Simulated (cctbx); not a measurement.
# CeTiAl across an absorption edge

Space group Pnma (no. 62), a = 7.6080 Å, b = 4.5380 Å, c = 7.2420 Å, α = 90.00°, β = 90.00°, γ = 90.00°.

```
atom  mult.       x    y       z  Ueq (Å²)
 Ce1      4  0.0124  3/4  0.3233    0.0073
 Ti1      4  0.7009  3/4  0.6155    0.0097
 Al1      4  0.3664  3/4  0.5788    0.0159
```

This is a model crystal, built by substitution and not relaxed, with assumed displacement parameters.

Calculated with cctbx: free-atom f′ and f″ from the Sasaki tables, no fine structure; amplitudes in electrons.

| E (eV) | F 2 1 1 | F 1 0 1 | F 1 0 2 | F 1 1 1 |
| --- | --- | --- | --- | --- |
| 4366 | 176.3 | 40.8 | 43.2 | 11.4 |
| 4716 | 171.9 | 40.2 | 40.0 | 9.3 |
| 4846 | 169.1 | 40.3 | 37.3 | 7.3 |
| 4906 | 167.0 | 40.6 | 34.5 | 5.3 |
| 4936 | 165.1 | 41.1 | 31.8 | 3.3 |
| 4951 | 163.4 | 41.7 | 29.1 | 1.5 |
| 4958 | 161.9 | 42.2 | 26.7 | 1.1 |
| 4962 | 160.4 | 42.8 | 24.1 | 2.8 |
| 4970 | 160.5 | 42.8 | 26.8 | 9.8 |
| 4974 | 162.3 | 42.0 | 29.7 | 9.1 |
| 4981 | 163.9 | 41.2 | 32.3 | 9.1 |
| 4996 | 165.3 | 40.4 | 34.8 | 9.5 |
| 5026 | 166.8 | 39.5 | 37.8 | 10.6 |
| 5116 | 167.9 | 37.9 | 41.5 | 12.4 |
| 5366 | 165.8 | 34.6 | 45.0 | 14.8 |

**Question.** Which edge is crossed, and why do the reflections move as they do?

The K edge of Ti. The edge is at 4966 eV. f′ of Ti falls from -3.5 e at 4846 eV to -7.1 e at 4 eV below it, and f″ steps from 0.44 to 4.00 e across it. Over that approach |F| changes by -5 % (2 1 1), +6 % (1 0 1), -35 % (1 0 2) and -62 % (1 1 1): a reflection falls where Ti scatters in phase with the total and rises where it scatters against it; it hardly moves where the Ti term is small or cancels by symmetry. Above the edge the larger f″ enters the imaginary part, where it can add to or cancel the other atoms' f″. The structure is centrosymmetric, so Friedel mates stay equal.

[Logs are printed without paths, hosts, clocks, repeated set-up lines and the standing remarks that a program may print on its own settings, such as how far it seeks lower states.]
